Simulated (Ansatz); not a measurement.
# linear Pd chain under tension and compression, part 3 of 3

Aim: how do moment and conductance of the linear Pd chain follow its length?

Ansatz 0.2.0; DFT PBEsol, plane waves, PAW; relaxation of a chain's period (the session's first sound run).

So far, conductance of the lead as this run defines it (G₀): step 3 (At a set period, period over the relaxed period 0.88 …) 4.00; step 7 (period over the relaxed period 1.04, k-mesh 1×1×33) 3.78; step 8 (period over the relaxed period 1.08, k-mesh 1×1×32) 2.51; step 9 (period over the relaxed period 1.13, k-mesh 1×1×30) 2.50; step 10 (period over the relaxed period 1.2, k-mesh 1×1×29) 2.44. Also absolute moment (μB): step 7 0.371; step 8 0.713; step 9 0.719; step 10 0.732.

## (11) The chain at a fixed length, period over the relaxed period 1.3, k-mesh 1×1×27

Level of this step: DFT PBEsol, plane waves, PAW; channels and complex bands of a perfect chain (Ansatz).

The period is set to 1.3 times the relaxed one: longer bonds narrow the bands.

The cell differs from the one that the last finished run ended in (c 2.835 → 3.071 Å).

Input file input.yaml:

```yaml
crystal:
  lattice:
    - [7.5, 0.0, 0.0]
    - [0.0, 7.5, 0.0]
    - [0.0, 0.0, 3.0711973551]
  atoms:
    - { symbol: Pd, position: [0.5, 0.5, 0.0], spin: 0.6 }
magnetization:
  spin_polarized: true
kpoints:
  mp_grid: { grid: [1, 1, 27] }
scf:
  occupations: { method: fermi_dirac, width: 0.05 }
hamiltonian:
  xc: pbesol
output:
  transmission:
    e_range: [-2, 2]
    de: 0.035
    kmesh: [1, 1]
    reduced_basis: true
    leads: [[0, 0]]
  stress: true
```

Command:

```bash
$ ansatz run input.yaml --threads 4 --pin off --max-ram 8192MiB --backend cpu --events-out ev --progress --plain --runs-dir out
```

Numbers of over 12 decimals in the logs are rounded to 6 here.

Log:

```text
[...]
Crystal: 1 atoms, lattice volume = 172.755 Å³
Basis set: ecut = 420 eV, 3379 PW (Γ)
Bands: 14, of which v1, the nominal top of the filled ones, is band 9 counted from 1 (8 counted from 0)
Symmetry: 16 space group operations
[...]
k-points: 14 of 27
[...]
Starting moments: Σ|m| = 0.6 μB on 1 of 1 site
[...]
--- Transmission ---
  basis      : 497 plane waves across, 4 finite elements along
  points     : 1, standing for a mesh of 1 x 1
[...]
crystal 0  : Pd1, at the sites [0, 0], period 3.0712 Å: whole cells are its period
[...]
filled         : 2.0 meV over the level at which it is neutral
    channels       : 1.000000e0 up, 3.000000e0 down
[...]
[key lines of the parts left out:]
SCF converged after 16 iterations
Magnetization: 0.6982 μB (9.3491 up, 8.6509 down)
Free energy (F): -6903.005418 eV
Fermi energy:    -2.774231 eV
P = ⅓ Tr σ = -1.0493 GPa (-10.493 kbar)
```

Run time: 12 s. Hardware: 4 threads of Arm Neoverse V2, shared host; peak memory 0.4 GiB.

At the computed energy nearest the Fermi level there are 1 spin-up and 3 spin-down channels, and the thermal average gives 1.75 G₀. The change of length costs 0.711 eV a cell and leaves an absolute moment of 0.70 μB a cell.

For the conductance of the lead as this run defines it, step 3 gave 4.00 G₀; this run, with period over the relaxed period 1.3 and k-mesh 1×1×27, gives 1.75 G₀ (-56 %).

## (12) Side by side

Times are for 4 threads of Arm Neoverse V2, shared host. The runs compared:

```
no.  period over the relaxed period  conductance of the lead as this run defines it (G₀)  absolute moment (μB)  energy at zero smearing less the lowest (eV)  time  memory (GiB)
  1                            0.88                                                4.000                     0                                        0.6372  15 s          0.42
  2                            0.92                                                4.000                     0                                        0.2304  13 s           0.4
  3                            0.96                                                4.000                     0                                       0.04554  13 s           0.4
  4                               1                                                4.000                     0                                             0  13 s           0.4
  5                            1.04                                                3.783                0.3713                                       0.03699  20 s          0.46
  6                            1.08                                                2.507                0.7131                                        0.1027  18 s          0.44
  7                            1.13                                                2.500                0.7185                                        0.2308  18 s          0.44
  8                             1.2                                                2.435                0.7322                                        0.4385  11 s          0.39
  9                             1.3                                                1.747                0.6992                                        0.7108  12 s           0.4
```

## (13) A repeat with changed settings

This step: DFT PBEsol, plane waves, PAW; channels and complex bands of a perfect chain; changed: output.transmission.leads = [[0, 4]], scf.max_iter = 75 (Ansatz 0.2.0).

The input of the run at the relaxed period is made doubtful on purpose.

Input file input.yaml:

```yaml
crystal:
  lattice:
    - [7.5, 0.0, 0.0]
    - [0.0, 7.5, 0.0]
    - [0.0, 0.0, 2.3624595039]
  atoms:
    - { symbol: Pd, position: [0.5, 0.5, 0.0], spin: 0.6 }
magnetization:
  spin_polarized: true
kpoints:
  mp_grid: { grid: [1, 1, 34] }
scf:
  occupations: { method: fermi_dirac, width: 0.05 }
  max_iter: 75
hamiltonian:
  xc: pbesol
output:
  transmission:
    e_range: [-2, 2]
    de: 0.035
    kmesh: [1, 1]
    reduced_basis: true
    leads: [[0, 4]]
  stress: true
```

Log:

```text
Error: inconsistent input (output.transmission.leads, crystal): the lead [0, 4] names a site that the cell does not have: it has 1, counted from 0.
List the leads and leave barriers out. Name each by two sites of one ion a step apart, counted from 0. A search, which can't tell a lead from a barrier or a film with its gap, finds:
  [0, 0]  Pd1, period 2.3625 Å from a height of 1.88 Å
```

Elapsed: 0.08 s, on 4 threads; peak memory 0.08 GiB.

The input was rejected at the start.

The program's message: “Error: inconsistent input (output.transmission.leads, crystal): the lead [0, 4] names a site that the cell does not have: it has 1, counted from 0.”

The change that led to it: output.transmission.leads = [[0, 4]].

## (14) Outcome

```yaml
relaxed_cell_length: 2.362 Å
conductance_at_period_x_0p88: 4.00 G₀
conductance_at_period_x_1p0: 4.00 G₀
conductance_at_period_x_1p13: 2.50 G₀
conductance_at_period_x_1p3: 1.75 G₀
absolute_moment_at_period_x_0p88: 0 μB
absolute_moment_at_period_x_1p0: 0 μB
absolute_moment_at_period_x_1p3: 0.699 μB
```

In these runs no moment survives at the shortest period, and one is present from a factor of 1.04 on: longer bonds narrow the bands, which favours exchange splitting. The conductance goes from 4.00 G₀ at the shortest period to 1.75 G₀ at the longest, while the magnetic state changes too. Transport is coherent and elastic here: the atoms are frozen, so scattering by vibrations plays no part. No search over magnetic orders was made; another may lie lower. For the perfect chain only parallel moments were started; its antiparallel and spiral orders were not tested. Conductances of a perfect chain off the multiples of half a G0 come from band edges within the thermal window; the square box also splits pairs of bands that an isolated chain keeps degenerate, which moves such edges. The lead's cell of one atom keeps the chain straight and evenly spaced; a zigzag or dimerised form may lie lower.

[Logs are printed without paths, hosts, clocks, repeated set-up lines and the standing remarks that a program may print on its own settings, such as how far it seeks lower states.]

[Hosts, paths, dates, database ids (printed as entryN), source tags and the programs' standing remarks are cut or masked in the printed files.]
